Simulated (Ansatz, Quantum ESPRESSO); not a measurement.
# honeycomb AlN, 2 layers, AB' stacking in an electric field, part 3 of 5

How does honeycomb AlN, 2 layers, AB' stacking respond to a gate-like field without added charge?

Quantum ESPRESSO 7.5; plane-wave DFT, PBE, SG15 norm-conserving pseudopotentials; geometry and cross-check by Ansatz 0.2.0 with PAW datasets.

So far. Step 3 (Self-consistent run: no field): The run needed 11 iterations to bring the estimated error under 1e-09 Ry; the largest force on any atom, held or free, is 0.07 eV/Å. Step 4 (Potential by pp.x): The vacuum is flat to 0.1 meV/Å, so its level is well defined. Inside the slab the curve depends on the local part of the pseudopotentials; only the vacuum level has a meaning of its own.

### 5. Band structure: no field

The density is frozen and the levels are solved along a path.

The input, f0.bands.in:

```
&control
  prefix = 'f0.bands'
  outdir = './out'
  pseudo_dir = './pseudo'
  calculation = 'bands'
  tefield = .true.
  dipfield = .true.
/
&system
  ibrav = 0
  nat = 4
  ntyp = 2
  ecutwfc = 60
  ecutrho = 240
  occupations = 'smearing'
  smearing = 'fd'
  degauss = 0.004
  edir = 3
  emaxpos = 0.97
  eopreg = 0.04
  eamp = 0.0
  nbnd = 22
/
&electrons
  conv_thr = 1e-07
  mixing_beta = 0.4
  electron_maxstep = 120
  mixing_mode = 'local-TF'
/
ATOMIC_SPECIES
  N   14.0070  N_ONCV_PBE-1.2.upf
  Al  26.9815  Al_ONCV_PBE-1.2.upf
CELL_PARAMETERS angstrom
  3.11909524224429 -0.00000000000000 0.00000000000000
  -1.55954762112215 2.70121571660673 0.00000000000000
  0.00000000000000 0.00000000000000 20.30000000000000
ATOMIC_POSITIONS crystal
  N   0.666666666667 0.333333333333 0.407514284202
  Al  0.333333333333 0.666666666667 0.408057736613
  N   0.666666666667 0.333333333333 0.592485809428
  Al  -0.000000000000 -0.000000000000 0.591942169756
K_POINTS crystal_b
4
  0.0000000000 0.0000000000 0.0000000000 14
  0.5000000000 0.0000000000 0.0000000000 14
  0.3333333333 0.3333333333 0.0000000000 14
  0.0000000000 0.0000000000 0.0000000000 1
```

Run with:

```bash
> cp -r out/f0.save out/f0.bands.save
> cp out/f0.xml out/f0.bands.xml
> OMP_NUM_THREADS=1 mpirun -n 4 pw.x -nk 4 -in f0.bands.in > f0.bands.out
```

The program printed:

```text
[banner, memory and clock lines left out]
Program PWSCF v.7.5 starts

          URL

     Presently no symmetry can be used with electric field

     Atomic positions and unit cell read from directory:
     ./out/f0.bands.save/

     G-vector sticks info

     bravais-lattice index     =            0
     lattice parameter (alat)  =       5.8942  a.u.
     unit-cell volume          =    1154.1986 (a.u.)^3
     number of atoms/cell      =            4
     number of atomic types    =            2
     number of electrons       =        32.00
     number of Kohn-Sham states=           22
     kinetic-energy cutoff     =      60.0000  Ry
     charge density cutoff     =     240.0000  Ry
     Exchange-correlation= PBE
                           (   1   4   3   4   0   0   0)

     celldm(1)=   5.894236  celldm(2)=   0.000000  celldm(3)=   0.000000
     celldm(4)=   0.000000  celldm(5)=   0.000000  celldm(6)=   0.000000

     crystal axes: (cart. coord. in units of alat)
               a(1) = (   1.000000  -0.000000   0.000000 )
               a(2) = (  -0.500000   0.866025   0.000000 )
               a(3) = (   0.000000   0.000000   6.508298 )

     reciprocal axes: (cart. coord. in units 2 pi/alat)
               b(1) = (  1.000000  0.577350 -0.000000 )
               b(2) = (  0.000000  1.154701 -0.000000 )
               b(3) = ( -0.000000 -0.000000  0.153650 )

     PseudoPot. # 1 for N  read from file:
     ./pseudo/N_ONCV_PBE-1.2.upf
     Pseudo is Norm-conserving, Zval =  5.0
     Generated using ONCVPSP code by D. R. Hamann
     Using radial grid of  602 points,  4 beta functions with:
                l(1) =   0
                l(2) =   0
                l(3) =   1
                l(4) =   1

     PseudoPot. # 2 for Al read from file:
     ./pseudo/Al_ONCV_PBE-1.2.upf
     Pseudo is Norm-conserving, Zval = 11.0
     Generated using ONCVPSP code by D. R. Hamann
     Using radial grid of  602 points,  4 beta functions with:
                l(1) =   0
                l(2) =   0
                l(3) =   1
                l(4) =   1

     atomic species   valence    mass     pseudopotential
     N                 5.00    14.00700     N ( 1.00)
     Al               11.00    26.98150     Al( 1.00)

     No symmetry found

   Cartesian axes

     site n.     atom                  positions (alat units)
         1        N      tau(   1) = (   0.5000000   0.2886751   2.6522242  )
         2        Al     tau(   2) = (  -0.0000000   0.5773503   2.6557612  )
         3        N      tau(   3) = (   0.5000000   0.2886751   3.8560740  )
         4        Al     tau(   4) = (   0.0000000   0.0000000   3.8525358  )

     number of k points=    43  Fermi-Dirac smearing, width (Ry)=  0.0040
                       cart. coord. in units 2pi/alat
        k(    1) = (   0.0000000   0.0000000   0.0000000), wk =   0.0465116
        k(    2) = (   0.0357143   0.0206197   0.0000000), wk =   0.0465116
        k(    3) = (   0.0714286   0.0412393   0.0000000), wk =   0.0465116
        k(    4) = (   0.1071429   0.0618590   0.0000000), wk =   0.0465116
        k(    5) = (   0.1428571   0.0824786   0.0000000), wk =   0.0465116
        k(    6) = (   0.1785714   0.1030983   0.0000000), wk =   0.0465116
        k(    7) = (   0.2142857   0.1237179   0.0000000), wk =   0.0465116
        k(    8) = (   0.2500000   0.1443376   0.0000000), wk =   0.0465116
        k(    9) = (   0.2857143   0.1649572   0.0000000), wk =   0.0465116
        k(   10) = (   0.3214286   0.1855769   0.0000000), wk =   0.0465116
        k(   11) = (   0.3571429   0.2061965   0.0000000), wk =   0.0465116
        k(   12) = (   0.3928571   0.2268162   0.0000000), wk =   0.0465116
        k(   13) = (   0.4285714   0.2474358   0.0000000), wk =   0.0465116
        k(   14) = (   0.4642857   0.2680555   0.0000000), wk =   0.0465116
        k(   15) = (   0.5000000   0.2886751   0.0000000), wk =   0.0465116
        k(   16) = (   0.4880952   0.3092948   0.0000000), wk =   0.0465116
        k(   17) = (   0.4761905   0.3299144   0.0000000), wk =   0.0465116
        k(   18) = (   0.4642857   0.3505341   0.0000000), wk =   0.0465116
        k(   19) = (   0.4523810   0.3711537   0.0000000), wk =   0.0465116
        k(   20) = (   0.4404762   0.3917734   0.0000000), wk =   0.0465116
        k(   21) = (   0.4285714   0.4123930   0.0000000), wk =   0.0465116
        k(   22) = (   0.4166667   0.4330127   0.0000000), wk =   0.0465116
        k(   23) = (   0.4047619   0.4536324   0.0000000), wk =   0.0465116
        k(   24) = (   0.3928571   0.4742520   0.0000000), wk =   0.0465116
        k(   25) = (   0.3809524   0.4948717   0.0000000), wk =   0.0465116
        k(   26) = (   0.3690476   0.5154913   0.0000000), wk =   0.0465116
        k(   27) = (   0.3571429   0.5361110   0.0000000), wk =   0.0465116
        k(   28) = (   0.3452381   0.5567306   0.0000000), wk =   0.0465116
        k(   29) = (   0.3333333   0.5773503   0.0000000), wk =   0.0465116
        k(   30) = (   0.3095238   0.5361110   0.0000000), wk =   0.0465116
        k(   31) = (   0.2857143   0.4948717   0.0000000), wk =   0.0465116
        k(   32) = (   0.2619048   0.4536324   0.0000000), wk =   0.0465116
        k(   33) = (   0.2380952   0.4123930   0.0000000), wk =   0.0465116
        k(   34) = (   0.2142857   0.3711537   0.0000000), wk =   0.0465116
        k(   35) = (   0.1904762   0.3299144   0.0000000), wk =   0.0465116
        k(   36) = (   0.1666667   0.2886751   0.0000000), wk =   0.0465116
        k(   37) = (   0.1428571   0.2474358   0.0000000), wk =   0.0465116
        k(   38) = (   0.1190476   0.2061965   0.0000000), wk =   0.0465116
        k(   39) = (   0.0952381   0.1649572   0.0000000), wk =   0.0465116
        k(   40) = (   0.0714286   0.1237179   0.0000000), wk =   0.0465116
        k(   41) = (   0.0476190   0.0824786   0.0000000), wk =   0.0465116
        k(   42) = (   0.0238095   0.0412393   0.0000000), wk =   0.0465116
        k(   43) = (   0.0000000   0.0000000   0.0000000), wk =   0.0465116

     Dense  grid:    72579 G-vectors     FFT dimensions: (  30,  30, 192)

     The potential is recalculated from file :
     ./out/f0.bands.save/charge-density

     Adding external electric field

     Computed dipole along edir(3) :
        Dipole                0.0000 Ry au,          0.0000 Debye
        Dipole field          0.0000 Ry au,

        Potential amp.       -0.0000 Ry
        Total length         36.8270 bohr

     Starting wfcs are random

     Band Structure Calculation
     Davidson diagonalization with overlap

     ethr =  3.13E-10,  avg # of iterations = 47.0

     End of band structure calculation

[...]
-102.4374-102.4371 -64.2197 -64.2197 -63.8788 -63.8788 -63.8732 -63.8731
   -14.1100 -14.0540  -6.6821  -6.5049  -3.2500  -3.2049  -2.3854  -1.8294
     2.7057   3.9846   4.3674   4.8690   6.3479   7.6171

          k = 0.5000 0.2887 0.0000 (  9072 PWs)   bands (ev):

  -102.4373-102.4371 -64.2197 -64.2197 -63.8789 -63.8789 -63.8732 -63.8732
   -14.0863 -14.0312  -6.7289  -6.5506  -3.2583  -3.2132  -2.3383  -1.7984
     2.6536   4.0043   4.3926   4.8113   6.4011   7.7616

          k = 0.4881 0.3093 0.0000 (  9078 PWs)   bands (ev):

  -102.4373-102.4372 -64.2197 -64.2197 -63.8789 -63.8789 -63.8732 -63.8732
   -14.0842 -14.0292  -6.7228  -6.5447  -3.2821  -3.2354  -2.3349  -1.7959
     2.6608   4.0292   4.3976   4.8351   6.4076   7.7529

          k = 0.4762 0.3299 0.0000 (  9060 PWs)   bands (ev):

  -102.4372-102.4370 -64.2197 -64.2197 -63.8788 -63.8788 -63.8733 -63.8733
   -14.0781 -14.0232  -6.7043  -6.5267  -3.3520  -3.3005  -2.3246  -1.7877
     2.6823   4.1018   4.4128   4.9047   6.4275   7.7248

          k = 0.4643 0.3505 0.0000 (  9062 PWs)   bands (ev):

  -102.4372-102.4370 -64.2197 -64.2197 -63.8788 -63.8788 -63.8734 -63.8734
   -14.0681 -14.0136  -6.6736  -6.4968  -3.4639  -3.4055  -2.3078  -1.7749
     2.7179   4.2150   4.4394   5.0141   6.4616   7.6717

          k = 0.4524 0.3712 0.0000 (  9074 PWs)   bands (ev):

  -102.4373-102.4371 -64.2197 -64.2197 -63.8787 -63.8787 -63.8736 -63.8736
   -14.0546 -14.0005  -6.6309  -6.4553  -3.6114  -3.5448  -2.2852  -1.7578
     2.7676   4.3498   4.4867   5.1541   6.5112   7.5884

          k = 0.4405 0.3918 0.0000 (  9078 PWs)   bands (ev):

  -102.4373-102.4372 -64.2197 -64.2197 -63.8786 -63.8786 -63.8738 -63.8738
   -14.0380 -13.9843  -6.5762  -6.4021  -3.7870  -3.7114  -2.2572  -1.7365
     2.8311   4.4465   4.6021   5.3128   6.5783   7.4743

          k = 0.4286 0.4124 0.0000 (  9068 PWs)   bands (ev):

  -102.4372-102.4372 -64.2197 -64.2197 -63.8785 -63.8784 -63.8741 -63.8741
   -14.0189 -13.9658  -6.5099  -6.3376  -3.9834  -3.8985  -2.2247  -1.7119
     2.9079   4.4920   4.7836   5.4761   6.6650   7.3377

          k = 0.4167 0.4330 0.0000 (  9072 PWs)   bands (ev):

  -102.4372-102.4372 -64.2197 -64.2197 -63.8783 -63.8783 -63.8744 -63.8743
   -13.9980 -13.9455  -6.4323  -6.2621  -4.1942  -4.0991  -2.1890  -1.6853
     2.9978   4.5179   4.9809   5.6299   6.7713   7.1962

          k = 0.4048 0.4536 0.0000 (  9060 PWs)   bands (ev):

  -102.4371-102.4371 -64.2197 -64.2197 -63.8781 -63.8781 -63.8747 -63.8746
   -13.9762 -13.9244  -6.3436  -6.1760  -4.4115  -4.3073  -2.1512  -1.6573
     3.1001   4.5240   5.1737   5.7623   6.8930   7.0736

          k = 0.3929 0.4743 0.0000 (  9066 PWs)   bands (ev):

  -102.4372-102.4371 -64.2197 -64.2197 -63.8780 -63.8779 -63.8750 -63.8750
   -13.9544 -13.9033  -6.2446  -6.0800  -4.6297  -4.5175  -2.1133  -1.6295
     3.2141   4.5014   5.3495   5.8657   6.9941   7.0167

          k = 0.3810 0.4949 0.0000 (  9054 PWs)   bands (ev):

  -102.4371-102.4371 -64.2197 -64.2197 -63.8778 -63.8777 -63.8753 -63.8753
   -13.9337 -13.8833  -6.1357  -5.9751  -4.8432  -4.7239  -2.0764  -1.6027
     3.3389   4.4419   5.5017   5.9374   6.9732   7.1218

          k = 0.3690 0.5155 0.0000 (  9056 PWs)   bands (ev):

  -102.4371-102.4371 -64.2197 -64.2196 -63.8776 -63.8775 -63.8756 -63.8756
   -13.9154 -13.8656  -6.0181  -5.8625  -5.0468  -4.9215  -2.0435  -1.5791
     3.4731   4.3438   5.6311   5.9767   7.0074   7.1866

          k = 0.3571 0.5361 0.0000 (  9067 PWs)   bands (ev):

  -102.4372-102.4372 -64.2197 -64.2196 -63.8774 -63.8774 -63.8759 -63.8759
   -13.9008 -13.8514  -5.8932  -5.7463  -5.2327  -5.1058  -2.0168  -1.5602
     3.6152   4.2142   5.7430   5.9837   7.0738   7.2047

          k = 0.3452 0.5567 0.0000 (  9077 PWs)   bands (ev):

  -102.4373-102.4373 -64.2197 -64.2196 -63.8772 -63.8772 -63.8761 -63.8761
   -13.8910 -13.8420  -5.7650  -5.6443  -5.3801  -5.2695  -1.9988  -1.5474
     3.7630   4.0660   5.8392   5.9605   7.1390   7.1926

          k = 0.3333 0.5774 0.0000 (  9069 PWs)   bands (ev):

  -102.4372-102.4372 -64.2197 -64.2196 -63.8772 -63.8771 -63.8762 -63.8762
   -13.8875 -13.8386  -5.6517  -5.6517  -5.3916  -5.3916  -1.9922  -1.5425
     3.9134   3.9134   5.9127   5.9127   7.1743   7.1743

          k = 0.3095 0.5361 0.0000 (  9073 PWs)   bands (ev):

  -102.4373-102.4372 -64.2197 -64.2196 -63.8773 -63.8773 -63.8759 -63.8759
   -13.9038 -13.8544  -5.8621  -5.7177  -5.2576  -5.1318  -2.0237  -1.5642
     3.6403   4.2049   5.7852   5.9189   7.1601   7.1686

          k = 0.2857 0.4949 0.0000 (  9063 PWs)   bands (ev):

  -102.4373-102.4370 -64.2197 -64.2197 -63.8775 -63.8775 -63.8754 -63.8754
   -13.9573 -13.9059  -6.0023  -5.8456  -4.9406  -4.8192  -2.1273  -1.6344
     3.4562   4.4393   5.6472   5.6996   7.1839   7.2040

          k = 0.2619 0.4536 0.0000 (  9059 PWs)   bands (ev):

  -102.4373-102.4370 -64.2197 -64.2197 -63.8776 -63.8776 -63.8748 -63.8748
   -14.0512 -13.9964  -6.0337  -5.8732  -4.6032  -4.4928  -2.3052  -1.7572
     3.3787   4.5501   5.1893   5.7320   7.2081   7.2403

          k = 0.2381 0.4124 0.0000 (  9055 PWs)   bands (ev):

  -102.4372-102.4369 -64.2198 -64.2197 -63.8774 -63.8774 -63.8743 -63.8743
   -14.1829 -14.1234  -5.9531  -5.7918  -4.2632  -4.1662  -2.5459  -1.9268
     3.3854   4.5091   4.6856   5.8885   7.0471   7.0899

          k = 0.2143 0.3712 0.0000 (  9041 PWs)   bands (ev):

  -102.4371-102.4369 -64.2198 -64.2198 -63.8770 -63.8770 -63.8737 -63.8737
   -14.3449 -14.2801  -5.7668  -5.6065  -3.9325  -3.8491  -2.8275  -2.1325
     3.3996   4.2410   4.3430   6.1232   6.4566   6.8269

          k = 0.1905 0.3299 0.0000 (  9037 PWs)   bands (ev):

  -102.4370-102.4369 -64.2199 -64.2199 -63.8764 -63.8763 -63.8732 -63.8732
   -14.5267 -14.4561  -5.4871  -5.3289  -3.6231  -3.5528  -3.1261  -2.3590
     3.2426   4.0151   4.0898   5.9042   6.3571   6.4494

          k = 0.1667 0.2887 0.0000 (  9053 PWs)   bands (ev):

  -102.4371-102.4371 -64.2200 -64.2200 -63.8756 -63.8756 -63.8727 -63.8727
   -14.7162 -14.6401  -5.1308  -4.9750  -3.4205  -3.3444  -3.2862  -2.5904
     2.8765   3.7878   4.0060   5.4280   5.9398   6.6890

          k = 0.1429 0.2474 0.0000 (  9047 PWs)   bands (ev):

  -102.4372-102.4370 -64.2201 -64.2201 -63.8747 -63.8747 -63.8723 -63.8723
   -14.9023 -14.8209  -4.7192  -4.5630  -3.6916  -3.1034  -3.0555  -2.8130
     2.4611   3.4696   4.0084   5.0432   5.5093   6.4480

          k = 0.1190 0.2062 0.0000 (  9045 PWs)   bands (ev):

  -102.4372-102.4370 -64.2202 -64.2201 -63.8738 -63.8738 -63.8719 -63.8719
   -15.0749 -14.9891  -4.3010  -4.1160  -3.8996  -3.0146  -2.9042  -2.8647
     2.0566   3.1576   3.9315   4.7590   5.1161   6.2153

          k = 0.0952 0.1650 0.0000 (  9077 PWs)   bands (ev):

  -102.4375-102.4373 -64.2203 -64.2202 -63.8729 -63.8729 -63.8716 -63.8716
   -15.2262 -15.1367  -4.2236  -3.7147  -3.6680  -3.1790  -2.7477  -2.7143
     1.6784   2.8658   3.7814   4.5576   4.7674   6.0610

          k = 0.0714 0.1237 0.0000 (  9081 PWs)   bands (ev):

  -102.4375-102.4374 -64.2203 -64.2203 -63.8721 -63.8721 -63.8713 -63.8713
   -15.3498 -15.2574  -4.3679  -3.4006  -3.2798  -3.1502  -2.6320  -2.6026
     1.3354   2.6044   3.6133   4.4064   4.4716   5.9639

          k = 0.0476 0.0825 0.0000 (  9085 PWs)   bands (ev):

  -102.4375-102.4374 -64.2204 -64.2203 -63.8715 -63.8715 -63.8711 -63.8711
   -15.4412 -15.3468  -4.4856  -3.4678  -2.8826  -2.8132  -2.5532  -2.5265
     1.0430   2.3870   3.4720   4.2419   4.2926   5.8002

          k = 0.0238 0.0412 0.0000 (  9095 PWs)   bands (ev):

  -102.4376-102.4375 -64.2204 -64.2204 -63.8711 -63.8711 -63.8710 -63.8710
   -15.4973 -15.4016  -4.5585  -3.5266  -2.5985  -2.5598  -2.5079  -2.4820
     0.8345   2.2366   3.3804   4.0948   4.2202   5.6741

          k = 0.0000 0.0000 0.0000 (  9113 PWs)   bands (ev):

  -102.4379-102.4375 -64.2204 -64.2204 -63.8710 -63.8710 -63.8710 -63.8710
   -15.5161 -15.4201  -4.5831  -3.5469  -2.4934  -2.4934  -2.4678  -2.4678
     0.7566   2.1818   3.3488   4.0441   4.1951   5.6312

     XML data file, pseudopotentials, collected wavefunctions

                                        0.00s GPU  (     627 calls)
```

Run time: 26 s. Hardware: 4 MPI ranks of Arm Neoverse V2, shared host; peak memory 0.31 GiB.

Numbers from this step:

* valence top, on the run's zero: -1.543 eV

Band numbers count within the set of bands kept for display. The electronic bands at the labelled points (eV, zero at the highest filled level of the SCF mesh; v1 is the highest filled band, c1 the lowest empty one):

| point | v4 | v3 | v2 | v1 | c1 | c2 | c3 | c4 |
| --- | --- | --- | --- | --- | --- | --- | --- | --- |
| Γ | -0.95 | -0.95 | -0.93 | -0.93 | 2.30 | 3.72 | 4.89 | 5.59 |
| halfway | -2.14 | -1.36 | -1.32 | -1.26 | 3.96 | 4.99 | 5.52 | 6.59 |
| M | -1.72 | -1.67 | -0.80 | -0.26 | 4.20 | 5.55 | 5.94 | 6.35 |
| halfway | -2.65 | -2.56 | -0.65 | -0.14 | 4.54 | 6.06 | 6.52 | 7.17 |
| K | -3.85 | -3.85 | -0.45 | 0.00 | 5.46 | 5.46 | 7.46 | 7.46 |
| halfway | -1.88 | -1.80 | -1.74 | -1.05 | 4.42 | 5.33 | 5.55 | 6.97 |
| Γ | -0.95 | -0.95 | -0.93 | -0.93 | 2.30 | 3.72 | 4.89 | 5.59 |

Along this path the valence top lies at K and the conduction bottom at Γ.

### 6. Ground state: field 0.1 V/Å

eamp is the field in Hartree atomic units (1 a.u. = 51.42 V/Å). With dipfield on, it is the field in the vacuum beside an isolated sheet. The run starts from the density of the one before.

The input, f1.in:

```
&control
  prefix = 'f1'
  outdir = './out'
  pseudo_dir = './pseudo'
  calculation = 'scf'
  tprnfor = .true.
  tefield = .true.
  dipfield = .true.
/
&system
  ibrav = 0
  nat = 4
  ntyp = 2
  ecutwfc = 60
  ecutrho = 240
  occupations = 'smearing'
  smearing = 'fd'
  degauss = 0.004
  edir = 3
  emaxpos = 0.97
  eopreg = 0.04
  eamp = 0.00194469
/
&electrons
  conv_thr = 1e-09
  mixing_beta = 0.4
  electron_maxstep = 120
  mixing_mode = 'plain'
  startingpot = 'file'
/
ATOMIC_SPECIES
  N   14.0070  N_ONCV_PBE-1.2.upf
  Al  26.9815  Al_ONCV_PBE-1.2.upf
CELL_PARAMETERS angstrom
  3.11909524224429 -0.00000000000000 0.00000000000000
  -1.55954762112215 2.70121571660673 0.00000000000000
  0.00000000000000 0.00000000000000 20.30000000000000
ATOMIC_POSITIONS crystal
  N   0.666666666667 0.333333333333 0.407514284202
  Al  0.333333333333 0.666666666667 0.408057736613
  N   0.666666666667 0.333333333333 0.592485809428
  Al  -0.000000000000 -0.000000000000 0.591942169756
K_POINTS automatic
  12 12 1 0 0 0
```

Run with:

```bash
> cp -r out/f0.save out/f1.save
> OMP_NUM_THREADS=1 mpirun -n 4 pw.x -nk 4 -in f1.in > f1.out
```

The program printed:

```text
[banner, memory and clock lines left out]
Program PWSCF v.7.5 starts
[...]
number of electrons       =        32.00
     number of Kohn-Sham states=           20
     kinetic-energy cutoff     =      60.0000  Ry
     charge density cutoff     =     240.0000  Ry
[...]
number of k points=    74  Fermi-Dirac smearing, width (Ry)=  0.0040
[...]
Dense  grid:    72579 G-vectors     FFT dimensions: (  30,  30, 192)
     The initial density is read from file :
[...]
Starting wfcs are random
[...]
estimated scf accuracy    <       0.00100219 Ry
[...]
estimated scf accuracy    <       0.00029393 Ry
[...]
estimated scf accuracy    <       0.00000079 Ry
[...]
estimated scf accuracy    <       0.00000014 Ry
[...]
estimated scf accuracy    <       0.00000002 Ry
[...]
estimated scf accuracy    <          1.4E-09 Ry
[...]
Computed dipole along edir(3) :
        Dipole                0.0475 Ry au,          0.1207 Debye
        Dipole field          0.0005 Ry au,
        E field amplitude [Ha a.u.]:  1.9447E-03
        Potential amp.        0.1052 Ry
        Total length         36.8270 bohr
[...]
the Fermi energy is    -0.2701 ev
!    total energy              =    -316.87825544 Ry
     estimated scf accuracy    <          2.4E-10 Ry
     smearing contrib. (-TS)   =      -0.00000000 Ry
     internal energy E=F+TS    =    -316.87825544 Ry
[...]
one-electron contribution =   -1479.31843320 Ry
     hartree contribution      =     719.68165083 Ry
     xc contribution           =     -41.70902211 Ry
     ewald contribution        =     484.46770916 Ry
     electric field correction =      -0.00016011 Ry
     convergence has been achieved in   7 iterations
[...]
Total force =     0.004517     Total SCF correction =     0.000071
[...]
```

Wall time 47 s (4 MPI ranks); peak memory 0.54 GiB.

Read from the output:

```
free energy                          : -4311.3483 eV
Fermi energy                         : -0.2701 eV
dipole along the normal              : 0.02513 e·Å
valence top, on the run's zero       : -1.522 eV
conduction bottom, on the run's zero : 0.7658 eV
gap by band count                    : 2.287 eV
```

The dipole goes from 0.0000 to 0.0251 e Å, 0.2513 e Å per V/Å.

### 7. Electrostatic potential

The input, f1.pot.in:

```
&inputpp
  prefix = 'f1'
  outdir = './out'
  filplot = 'f1.pot.dat'
  plot_num = 11
/
```

Run with:

```bash
> OMP_NUM_THREADS=1 mpirun -n 4 pp.x -in f1.pot.in > f1.pot.out
```

It took 0.69 s on 4 MPI ranks; peak memory 0.1 GiB.

Read from the output:

| Item | Value |
| --- | --- |
| slope of the potential above | 0.1001 eV/Å |
| upper vacuum line continued to the top atoms, over the valence top | 5.084 eV |
| slope of the potential below | 0.09991 eV/Å |
| lower vacuum line continued to the bottom atoms, over the valence top | 5.248 eV |

The slope in the vacuum is 0.100 eV/Å for an applied 0.10 V/Å, as it should be.

[end of part 3 of 5]

[Logs are printed without paths, hosts, clocks, repeated set-up lines and the standing remarks that a program may print on its own settings, such as how far it seeks lower states.]

[Hosts, paths, dates, database ids (printed as entryN), source tags and the programs' standing remarks are cut or masked in the printed files.]

[Maps of the electrostatic potential energy from Ansatz leave out the sawtooth potential of an applied field or a dipole correction, so their vacuum need not be flat; planar profiles and work functions include it.]
